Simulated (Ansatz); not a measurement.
**A hypothetical structure for LaTi2Co2**

Starting from a made-up structure for LaTi2Co2, the aim is the relaxed cell, its shortest contacts and, where a second run follows, its electronic structure.

Main program and level: Ansatz 0.2.0; DFT, PBE, plane-wave PAW, files of the set soft_1, scalar-relativistic, ferromagnetic start, cell and ions relaxed at zero pressure; PAW set soft_1, in the first sound run; inputs show where later runs differ.

## 1. Starting point

It takes space group I4/mmm (No. 139, tetragonal). Conventional cell: a = 3.985 Å, b = 3.985 Å, c = 10.196 Å, α = 90.00°, β = 90.00°, γ = 90.00°. Nearest to La lie 8 Ti at 3.13 Å and 8 Co at 3.24 Å. Nearest to Co lie 4 Ti at 2.32 Å and 4 Co at 2.82 Å and 4 La at 3.24 Å. Nearest to Ti lie 4 Co at 2.32 Å and 1 Ti at 2.73 Å and 4 La at 3.13 Å. Farther neighbours are not listed.

## 2. Relaxing cell and atoms

The guessed cell has no reason to be at equilibrium. It is relaxed with the atoms, within the space group of the guess.

The input, input.yaml:

```yaml
crystal:
  lattice:
    - [-1.9925, 1.9925, 5.098]
    - [1.9925, -1.9925, 5.098]
    - [1.9925, 1.9925, -5.098]
  atoms:
    - { symbol: La, position: [0.0, 0.0, 0.0] }
    - { symbol: Co, position: [0.25, 0.75, 0.5], spin: 2.0 }
    - { symbol: Co, position: [0.75, 0.25, 0.5], spin: 2.0 }
    - { symbol: Ti, position: [0.3663, 0.3663, 0.0], spin: 1.0 }
    - { symbol: Ti, position: [0.6337, 0.6337, 0.0], spin: 1.0 }
magnetization:
  spin_polarized: true
kpoints:
  mp_grid: { grid: [9, 9, 9] }
scf:
  occupations: { method: fermi_dirac, width: 0.05 }
hamiltonian:
  xc: pbe
  pseudopotentials: { kind: paw, azcp: { folder: soft_1 } }
relax:
  f_tol: 0.015
  max_steps: 70
  cell: {}
output:
  forces: true
  stress: true
```

On the command line:

```
$ ansatz run input.yaml --threads 4 --pin off --max-ram 8192MiB --backend cpu --events-out ev --progress --plain --runs-dir out
```

Numbers of over 12 decimals in the logs are rounded to 6 here.

The program printed:

```text
basis.fft_grid_basis auto: the FFT boxes are laid along the combinations [[1, 0, 1], [0, 1, 1], [0, 0, 1]] of the cell's own vectors, 3.985, 3.985 and 5.825 Å long. The dense box has 27×27×40 points. Along the cell's own vectors, as sized, it would have 40×40×40, 2.19 times as many. Of the 16 symmetry operations that the crystal satisfies within crystal.symmetry.tolerance (time reversal apart; of a slab, those that k [...]
Engine: ansatz 0.2.0, aarch64-unknown-linux-gnu
Pseudopotentials: kind: paw
Pseudopotential: La, paw, valence charge 11, recommended cutoff 420 eV (normal), soft_1/La.paw.azcp
Pseudopotential: Co, paw, valence charge 17, recommended cutoff 420 eV (normal), soft_1/Co.paw.azcp
Pseudopotential: Ti, paw, valence charge 12, recommended cutoff 420 eV (normal), soft_1/Ti.paw.azcp
Functional definition: PBE
  parameter kappa = 0.804
  parameter beta = 0.066725
  exchange = pbe_x(kappa = kappa, mu = beta*pi^2/3)
  correlation = pbe_c(beta = beta)
Crystal: 5 atoms, lattice volume = 80.957 Å³
Basis set: ecut = 420 eV, 1589 PW (Γ), FFT grids on a1+a3, a2+a3, a3, exchange–correlation on 54×54×80 points (8 copies of the dense FFT grid, shifted against one another)
Bands: 45, of which v1, the nominal top of the filled ones, is band 35 counted from 1 (34 counted from 0)
Symmetry: 16 space group operations
Space group: I4/mmm (ITA 139), of the structure as read, at distance tolerance 4.3e-5 Å
Magnetic group: BNS 139.531 (UNI 1191), of the structure as read, at distance tolerance 4.3e-5 Å
k-points: 75 of 729
Non-local potential: La, projectors of the file, l = 0: 3, l = 1: 2, l = 2: 2, l = 3: 3
Non-local potential: Co, projectors of the file, l = 0: 3, l = 1: 2, l = 2: 3, l = 3: 1
Non-local potential: Ti, projectors of the file, l = 0: 3, l = 1: 2, l = 2: 3, l = 3: 1
PAW form: soft (Blöchl's): semilocal exchange-correlation on the pseudo side does not see the compensation charge
PAW one-centre angular grid: La, 590 points (default); XC on 64 Gauss nodes
PAW one-centre angular grid: Co, 590 points (default); XC on 64 Gauss nodes
PAW one-centre angular grid: Ti, 590 points (default); XC on 64 Gauss nodes
Initial density: superposition of atomic densities (chi_scale 0.1, normalization cell, long waves kept (reshape's long-wave potential 0.00 eV rms))
Starting moments: Σ|m| = 6 μB on 4 of 5 sites
Initial wavefunctions: pseudopotential atomic-orbital guess
Functional: x = pbe(κ = 0.804, μ = 0.219515), c = pbe(β = 0.066725)
SCF iter   1: F=—  HF=-21499.651499 eV  |F-HF|=—  |Δ(HF+E_count)|=         —  Δρ=8.82e-2 (↑8.82e-2 ↓2.85e-2)  dr2=8.46e0  dr2_m=1.10e0  M=3.825 μB ∫|m|=3.907 μB  β_m=0.30  ethr=3.10e-3  ⟨swp⟩=5.6  Hψ=25478  notcnv=0
Mixer restart at iter 1: flushing history
preconditioner: auto → Kerker (q_TF=auto, 2.657 Å⁻¹)  [metal: Δε(μ)=0.003 eV  Ē_g=6.546 eV  σ=0.050 eV  W_gap=0.02  n_scr=32 (ndim 8)  ℏωp=24.4 eV  f_vac=0.000  D(μ)=6.69/eV (n_scr^D=78)]
spin=Collinear: Kerker preconditioning applied to the charge; magnetization (m = ρ↑ − ρ↓) channel mixes plain (no charge-response kernel on spin).
SCF iter   2: F=—  HF=-21496.844650 eV  |F-HF|=—  |Δ(HF+E_count)|=    2.81e0  Δρ=3.91e-2 (↑3.91e-2 ↓3.91e-2)  dr2=1.10e0  dr2_m=8.45e-1  M=3.576 μB ∫|m|=3.640 μB  β_m=0.34  ethr=3.10e-3  ⟨swp⟩=3.1  Hψ=15389  notcnv=0  defer=301
SCF iter   3: F=—  HF=-21498.045832 eV  |F-HF|=—  |Δ(HF+E_count)|=    1.20e0  Δρ=4.01e-2 (↑2.90e-2 ↓4.01e-2)  dr2=5.31e-1  dr2_m=7.68e-1  M=3.244 μB ∫|m|=3.325 μB  β_m=0.47  ethr=1.59e-3  ⟨swp⟩=3.0  Hψ=11597  notcnv=0  defer=288
SCF iter   4: F=—  HF=-21500.006566 eV  |F-HF|=—  |Δ(HF+E_count)|=    1.96e0  Δρ=4.05e-2 (↑1.49e-2 ↓4.05e-2)  dr2=9.00e-1  dr2_m=4.98e-1  M=2.755 μB ∫|m|=2.863 μB  β_m=0.37  ethr=7.70e-4  ⟨swp⟩=3.2  Hψ=10841  notcnv=0  defer=289
SCF iter   5: F=—  HF=-21501.103268 eV  |F-HF|=—  |Δ(HF+E_count)|=    1.10e0  Δρ=2.45e-2 (↑2.45e-2 ↓1.14e-2)  dr2=1.20e-1  dr2_m=2.25e-1  M=2.116 μB ∫|m|=2.237 μB  β_m=0.74  ethr=7.70e-4  ⟨swp⟩=3.8  Hψ=12042  notcnv=0  defer=293
SCF iter   6: F=—  HF=-21501.181170 eV  |F-HF|=—  |Δ(HF+E_count)|=         —  Δρ=2.46e-2 (↑2.46e-2 ↓1.33e-2)  dr2=1.04e0  dr2_m=4.42e-2  M=1.046 μB ∫|m|=1.145 μB  β_m=0.74  ethr=1.74e-4  ⟨swp⟩=4.4  Hψ=14956  notcnv=0  defer=277
Mixer restart at iter 6: flushing history
SCF iter   7: F=—  HF=-21501.518289 eV  |F-HF|=—  |Δ(HF+E_count)|=   3.37e-1  Δρ=2.76e-2 (↑1.93e-2 ↓2.76e-2)  dr2=1.02e0  dr2_m=1.59e-2  M=1.035 μB ∫|m|=1.081 μB  β_m=0.48  ethr=1.74e-4  ⟨swp⟩=4.8  Hψ=18495  notcnv=0  defer=288
SCF iter   8: F=—  HF=-21501.331647 eV  |F-HF|=—  |Δ(HF+E_count)|=   1.87e-1  Δρ=6.55e-3 (↑6.55e-3 ↓4.59e-3)  dr2=4.55e-2  dr2_m=2.04e-2  M=0.981 μB ∫|m|=1.030 μB  β_m=0.71  ethr=1.74e-4  ⟨swp⟩=3.4  Hψ=15462  notcnv=0  defer=238
SCF iter   9: F=—  HF=-21501.328117 eV  |F-HF|=—  |Δ(HF+E_count)|=   3.53e-3  Δρ=7.55e-3 (↑1.80e-3 ↓7.55e-3)  dr2=4.48e-2  dr2_m=7.23e-3  M=0.837 μB ∫|m|=0.853 μB  β_m=0.86  ethr=6.60e-5  ⟨swp⟩=3.0  Hψ=11214  notcnv=0  defer=235
SCF iter  10: F=—  HF=-21501.338152 eV  |F-HF|=—  |Δ(HF+E_count)|=   1.00e-2  Δρ=4.02e-3 (↑1.09e-3 ↓4.02e-3)  dr2=1.63e-2  dr2_m=1.86e-3  M=0.704 μB ∫|m|=0.711 μB  β_m=0.86  ethr=6.49e-5  ⟨swp⟩=2.0  Hψ=9888  notcnv=0  defer=235
SCF iter  11: F=—  HF=-21501.335329 eV  |F-HF|=—  |Δ(HF+E_count)|=   2.82e-3  Δρ=1.82e-3 (↑1.82e-3 ↓1.10e-3)  dr2=4.31e-3  dr2_m=2.04e-4  M=0.601 μB ∫|m|=0.604 μB  β_m=0.93  ethr=2.36e-5  ⟨swp⟩=2.4  Hψ=12330  notcnv=0  defer=236
SCF iter  12: F=—  HF=-21501.336146 eV  |F-HF|=—  |Δ(HF+E_count)|=   8.17e-4  Δρ=5.70e-4 (↑5.47e-4 ↓5.70e-4)  dr2=6.01e-4  dr2_m=6.07e-5  M=0.574 μB ∫|m|=0.576 μB  β_m=0.93  ethr=6.24e-6  ⟨swp⟩=2.0  Hψ=11322  notcnv=0  defer=237
SCF iter  13: F=—  HF=-21501.336340 eV  |F-HF|=—  |Δ(HF+E_count)|=   1.94e-4  Δρ=2.93e-4 (↑2.93e-4 ↓2.14e-4)  dr2=1.87e-5  dr2_m=4.30e-5  M=0.553 μB ∫|m|=0.555 μB  β_m=0.96  ethr=8.71e-7  ⟨swp⟩=2.0  Hψ=10985  notcnv=0  defer=237
SCF iter  14: F=—  HF=-21501.336452 eV  |F-HF|=—  |Δ(HF+E_count)|=   1.11e-4  Δρ=1.70e-4 (↑1.70e-4 ↓1.51e-4)  dr2=3.64e-6  dr2_m=1.87e-5  M=0.515 μB ∫|m|=0.517 μB  β_m=0.98  ethr=2.70e-8  ⟨swp⟩=3.0  Hψ=12178  notcnv=0  defer=237
SCF iter  15: F=—  HF=-21501.336545 eV  |F-HF|=—  |Δ(HF+E_count)|=   9.37e-5  Δρ=8.92e-5 (↑8.92e-5 ↓8.01e-5)  dr2=5.25e-6  dr2_m=3.55e-6  M=0.449 μB ∫|m|=0.451 μB  β_m=0.99  ethr=5.28e-9  ⟨swp⟩=3.3  Hψ=16390  notcnv=0  defer=238
SCF iter  16: F=—  HF=-21501.336568 eV  |F-HF|=—  |Δ(HF+E_count)|=   2.27e-5  Δρ=3.23e-5 (↑2.96e-5 ↓3.23e-5)  dr2=1.22e-6  dr2_m=4.43e-7  M=0.409 μB ∫|m|=0.411 μB  β_m=1.00  ethr=5.28e-9  ⟨swp⟩=3.0  Hψ=14059  notcnv=0  defer=238
[...]
relax step   5: F+E_penalty+E_count = -21501.96461974 eV  Δ(F+E_penalty+E_count) = -1.408e-2 eV  max|allowed force component| = 5.147e-2 eV/Å  Δτ_max = 0.0375 Å  P = -0.336 GPa  Ω = 95.391 Å³  energy of the carried Pulay correction = -6.206e-3 eV  (22 SCF iters, dr2 threshold 5.00e-7 eV, accepted)
[...]
relax step   6: F+E_penalty+E_count = -21501.97127508 eV  Δ(F+E_penalty+E_count) = -6.655e-3 eV  max|allowed force component| = 1.637e-2 eV/Å  Δτ_max = 0.0065 Å  P = +0.173 GPa  Ω = 94.680 Å³  energy of the carried Pulay correction = -5.924e-3 eV  (15 SCF iters, dr2 threshold 5.00e-7 eV, accepted)
[...]
relax step   7: F+E_penalty+E_count = -21501.97131696 eV  Δ(F+E_penalty+E_count) = -4.188e-5 eV  max|allowed force component| = 1.116e-3 eV/Å  Δτ_max = 0.0004 Å  P = +0.000 GPa  Ω = 94.827 Å³  energy of the carried Pulay correction = -5.982e-3 eV  (13 SCF iters, dr2 threshold 9.69e-8 eV, accepted)
[...]
relax step   8: F+E_penalty+E_count = -21501.98013414 eV  Δ(F+E_penalty+E_count) = -8.817e-3 eV  max|allowed force component| = 8.874e-4 eV/Å  Δτ_max = 0.0000 Å  P = +0.105 GPa  Ω = 94.827 Å³  stress off target by 1.56e-1 GPa  SCF on the basis re-selected at this cell (its energy is not comparable with the rows above)  (15 SCF iters)
[...]
relax step   9: F+E_penalty+E_count = -21501.98029906 eV  Δ(F+E_penalty+E_count) = -1.649e-4 eV  max|allowed force component| = 2.110e-3 eV/Å  Δτ_max = 0.0051 Å  P = -0.004 GPa  Ω = 94.983 Å³  energy of the carried Pulay correction = -7.241e-5 eV  (13 SCF iters, dr2 threshold 6.10e-8 eV, accepted)
iter 1 solved again at ethr=5.90e-7 eV; its pass at ethr=3.10e-3 eV (dr2=4.07e-4 eV) is discarded
SCF iter   1: F=—  HF=-21501.980365 eV  |F-HF|=—  |Δ(HF+E_count)|=         —  Δρ=1.73e-5 (↑1.73e-5 ↓1.72e-5)  dr2=5.17e-8  dr2_m=3.19e-11  M=0.000 μB ∫|m|=0.000 μB  β_m=0.65  ethr=5.90e-7  ⟨swp⟩=3.1  Hψ=44642  notcnv=0
eigensolver tolerance schedule: the retry pair's looser diagonalisation over-reported the residual by 7864.77 of it (diagonalisation noise at an unbounded share of the residual, at the tolerance the schedule requests for it); recorded, not acted on — ethr = c·dr2/N_el stays at c = 1.0e-1
preconditioner: auto → Kerker (q_TF=auto, 2.009 Å⁻¹)  [metal: Δε(μ)=0.001 eV  Ē_g=5.810 eV  σ=0.050 eV  W_gap=0.01  n_scr=10 (ndim 8)  ℏωp=22.5 eV  f_vac=0.000  D(μ)=8.29/eV (n_scr^D=102)]
spin=Collinear: Kerker preconditioning applied to the charge; magnetization (m = ρ↑ − ρ↓) channel mixes plain (no charge-response kernel on spin).
SCF iter   2: F=—  HF=-21501.980368 eV  |F-HF|=—  |Δ(HF+E_count)|=   2.86e-6  Δρ=6.21e-6 (↑6.18e-6 ↓6.21e-6)  dr2=6.47e-9  dr2_m=2.64e-11  M=0.000 μB ∫|m|=0.000 μB  β_m=0.53  ethr=7.50e-11  ⟨swp⟩=3.1  Hψ=14686  notcnv=0
SCF iter   3: F=—  HF=-21501.980368 eV  |F-HF|=—  |Δ(HF+E_count)|=   4.61e-7  Δρ=3.13e-6 (↑3.13e-6 ↓3.09e-6)  dr2=2.87e-9  dr2_m=2.20e-11  M=0.000 μB ∫|m|=0.000 μB  β_m=0.51  ethr=9.37e-12  ⟨swp⟩=2.0  Hψ=12071  notcnv=0
SCF iter   4: F=—  HF=-21501.980369 eV  |F-HF|=—  |Δ(HF+E_count)|=   1.37e-7  Δρ=9.03e-7 (↑8.49e-7 ↓9.03e-7)  dr2=1.21e-9  dr2_m=1.73e-11  M=0.000 μB ∫|m|=0.000 μB  β_m=0.75  ethr=4.17e-12  ⟨swp⟩=2.0  Hψ=8809  notcnv=0
SCF iter   5: F=—  HF=-21501.980369 eV  |F-HF|=—  |Δ(HF+E_count)|=   1.11e-8  Δρ=6.06e-7 (↑4.93e-7 ↓6.06e-7)  dr2=9.09e-10  dr2_m=1.10e-11  M=0.000 μB ∫|m|=0.000 μB  β_m=0.88  ethr=1.75e-12  ⟨swp⟩=2.0  Hψ=9080  notcnv=0
SCF iter   6: F=—  HF=-21501.980369 eV  |F-HF|=—  |Δ(HF+E_count)|=   2.00e-9  Δρ=1.89e-7 (↑1.13e-7 ↓1.89e-7)  dr2=5.78e-11  dr2_m=6.36e-12  M=0.000 μB ∫|m|=0.000 μB  β_m=0.94  ethr=1.32e-12  ⟨swp⟩=2.0  Hψ=9074  notcnv=0
SCF iter   7: F=—  HF=-21501.980369 eV  |F-HF|=—  |Δ(HF+E_count)|=  1.02e-10  Δρ=1.11e-7 (↑1.11e-7 ↓7.67e-8)  dr2=2.36e-11  dr2_m=3.06e-12  M=-0.000 μB ∫|m|=0.000 μB  β_m=0.97  ethr=1.00e-12  ⟨swp⟩=2.0  Hψ=8813  notcnv=0
SCF iter   8: F=-21501.980369 eV  HF=-21501.980369 eV  |F-HF|=0.00e0  |Δ(HF+E_count)|=  1.46e-11  Δρ=3.92e-8 (↑3.92e-8 ↓2.51e-8)  dr2=2.82e-12  dr2_m=5.25e-13  M=-0.000 μB ∫|m|=0.000 μB  ethr=1.00e-12  ⟨swp⟩=3.0  Hψ=23573  notcnv=0
the starting moments were not kept: the SCF closed with an absolute magnetisation of 1.7e-5 μB, where they sum to 6 μB in size (4 sites). That is at most 0.1 of that sum.
SCF 10 converged in 8 iterations: F = -21501.980369 eV  dr2 = 2.82e-12
relax step  10: F+E_penalty+E_count = -21501.98036857 eV  Δ(F+E_penalty+E_count) = -6.951e-5 eV  max|allowed force component| = 2.059e-3 eV/Å  Δτ_max = 0.0000 Å  P = -0.005 GPa  Ω = 94.983 Å³  stress off target by 2.60e-2 GPa  SCF on the basis re-selected at this cell (its energy is not comparable with the rows above)  (8 SCF iters)
basis re-selected at this cell: Δ(F+E_penalty+E_count) = -6.951e-5 eV, ΔP = -0.001 GPa vs the last step (what re-selecting the basis moved, of the pressure what is left beyond the Pulay correction that the steps carried, after the strain that the cell walked since its last selection, with what the two solves' SCF thresholds leave and, on support functions, any second-order correction that the steps lacked; it is no m [...]
SCF converged after 8 iterations
Magnetization: -0.0000 μB (34.5000 up, 34.5000 down)
Absolute magnetization: 0.0000 μB (∫|ρ↑−ρ↓|, with the PAW one-centre terms)
Spin contamination: 0.0000 ħ² per cell (⟨S²⟩ above its minimum at these occupations)
Per-site moments (μB) at R_I (Å): [(3.377714906041997e-7, 1.378354), (-4.631345085164748e-6, 0.974288), (-4.631345085210432e-6, 0.974288), (1.9624353265758084e-6, 0.974288), (1.9624353266314835e-6, 0.974288)]
Free energy (F): -21501.980369 eV
Harris-Foulkes:  -21501.980369 eV  (|F-HF|=0.00e0)
Internal energy: -21501.913501 eV  (E = F + TS)
E sigma→0 (E₀):  -21501.946935 eV
Entropy (-TS):   -0.066868 eV (-13.374 meV/atom)
Fermi energy:    13.142388 eV
--- Per-component energies (eV) ---
  E_band       = -1005.488991
  E_kinetic    = 1339.079252
  E_local      = -10481.811686  (includes V_loc(G=0)·N_el)
  E_nonlocal   = 1084.423395
  E_hartree    = 4634.904934
  E_xc         = -559.353103
  E_vxc        = -672.925419  (∫ρ·V_xc dr)
  E_paw        = -10651.276754  (= ΣΔE_a)
  E_vpaw       = -1544.064095  (= ΣTr[D̂ρ^β])
  E_aug_tail   = -0.000184  (compensation charges beyond the density's cutoff)
  E_ewald      = -6867.879355
  E_smearing   = -0.066868  (= −TS)
  E_closure    = -0.000000  (closes the sum)
  Σ components = -21501.980369   (vs F -21501.980369, Δ=0.00e0)
--- Forces (eV/Å), atoms counted from 1 ---
  atom   1  La     0.00000000     0.00000000     0.00000000
  atom   2  Co    -0.00000000     0.00000000     0.00000000
  atom   3  Co     0.00000000     0.00000000     0.00000000
  atom   4  Ti     0.00000000    -0.00000000     0.00205910
  atom   5  Ti     0.00000000    -0.00000000    -0.00205910
  max |Σ_I F_I| component: 1.73e-18 eV/Å
--- Stress (GPa, compression-positive) ---
        0.005895       0.000000       0.000000
        0.000000       0.005895       0.000000
        0.000000       0.000000      -0.025992
  P = ⅓ Tr σ = -0.0047 GPa (-0.047 kbar)
--- Relaxed structure (8 steps of the walk, 8 accepted, 2 SCFs on fresh bases) ---
  F+E_penalty+E_count = -21501.98036857 eV   max|allowed force component| = 2.059e-3 eV/Å   (the final SCF, on the basis selected at the relaxed cell)
  cell:  # Å, volume = 94.9830 Å³
    - [-2.156900, 2.156900, 5.104181]
    - [2.156900, -2.156900, 5.104181]
    - [2.156900, 2.156900, -5.104181]
  atoms:
    - { symbol: La, position: [1.3621645576244912e-18, 1.3621645576244914e-18, 0] }
    - { symbol: Co, position: [0.250000, 0.750000, 0.500000] }
    - { symbol: Co, position: [0.750000, 0.250000, 0.500000] }
    - { symbol: Ti, position: [0.344285, 0.344285, 0] }
    - { symbol: Ti, position: [0.655715, 0.655715, 0] }
```

Elapsed: 2.6 min, on 4 threads of Arm Neoverse V2, shared host; peak memory 0.78 GiB; 10 min of CPU time.

Relaxation path:

```
step  energy less that of the first step (eV)  largest force component (eV/Å)  pressure (GPa)  volume (Å³)
   1                                   0.0000                          0.5968           14.27        80.96
   2                                  -0.5537                          0.1829            3.05        90.33
   3                                  -0.6003                          0.1389            0.39        93.46
   4                                  -0.6140                          0.0252            0.39        94.20
   5                                  -0.6280                          0.0515           -0.34        95.39
   6                                  -0.6347                          0.0164            0.17        94.68
   7                                  -0.6347                          0.0011            0.00        94.83
  8*                                  -0.6436                          0.0009            0.11        94.83
   9                                  -0.6437                          0.0021            0.00        94.98
 10*                                  -0.6438                          0.0021            0.00        94.98
```

Relaxation steps marked * repeat the geometry before them on a plane-wave basis chosen anew for their cell, so energy and pressure can jump there.

The run keeps the 16 symmetry operations that it works with, so distortions that break them were not tested.

```
conventional cell, symmetrised  before   after   change
                         a (Å)   3.985   4.314   +8.3 %
                         b (Å)   3.985   4.314   +8.3 %
                         c (Å)  10.196  10.208   +0.1 %
              volume (Å³/atom)   16.19   19.00  +17.3 %
```

The atoms that moved most (Å, as changes of fractional coordinates times the final cell):

```
atom     dx     dy      dz  length
 Ti5  0.000  0.000   0.225   0.225
 Ti4  0.000  0.000  -0.225   0.225
```

Final coordinates:

```cif
data_structure
_symmetry_space_group_name_H-M 'P 1'
_symmetry_Int_Tables_number 1
_cell_length_a 5.9462
_cell_length_b 5.9462
_cell_length_c 5.9462
_cell_angle_alpha 137.463
_cell_angle_beta 137.463
_cell_angle_gamma 61.726
_cell_volume 94.98
loop_
_atom_site_label
_atom_site_type_symbol
_atom_site_fract_x
_atom_site_fract_y
_atom_site_fract_z
_atom_site_occupancy
La1 La 0.00000 0.00000 0.00000 1
Co2 Co 0.25000 0.75000 0.50000 1
Co3 Co 0.75000 0.25000 0.50000 1
Ti4 Ti 0.34428 0.34428 0.00000 1
Ti5 Ti 0.65572 0.65572 0.00000 1
```

This step gave:

| Quantity | Value |
| --- | --- |
| free energy | -21501.9804 eV |
| energy at zero smearing | -21501.9469 eV |
| smearing term TS | 0.06687 eV |
| Fermi energy | 13.14 eV |
| electrons | 69 |
| symmetry operations | 16 |
| pressure | -0.004734 GPa |

Shortest distances by pair of elements, guess and relaxed (not always the same contact):

```
 pair  guess (Å)  relaxed (Å)
Co–Ti      2.319        2.362
Co–Co      2.818        3.050
Ti–Ti      2.726        3.179
Co–La      3.235        3.341
La–Ti      3.130        3.440
```

The relaxation ends with a largest force component of 0.0021 eV/Å and a pressure of 0.00 GPa. No moment survives the cycle: this start ends non-magnetic.

(Continued in part 2 of 2.)

[Logs are printed without paths, hosts, clocks, repeated set-up lines and the standing remarks that a program may print on its own settings, such as how far it seeks lower states.]

[Hosts, paths, dates, database ids (printed as entryN), source tags and the programs' standing remarks are cut or masked in the printed files.]
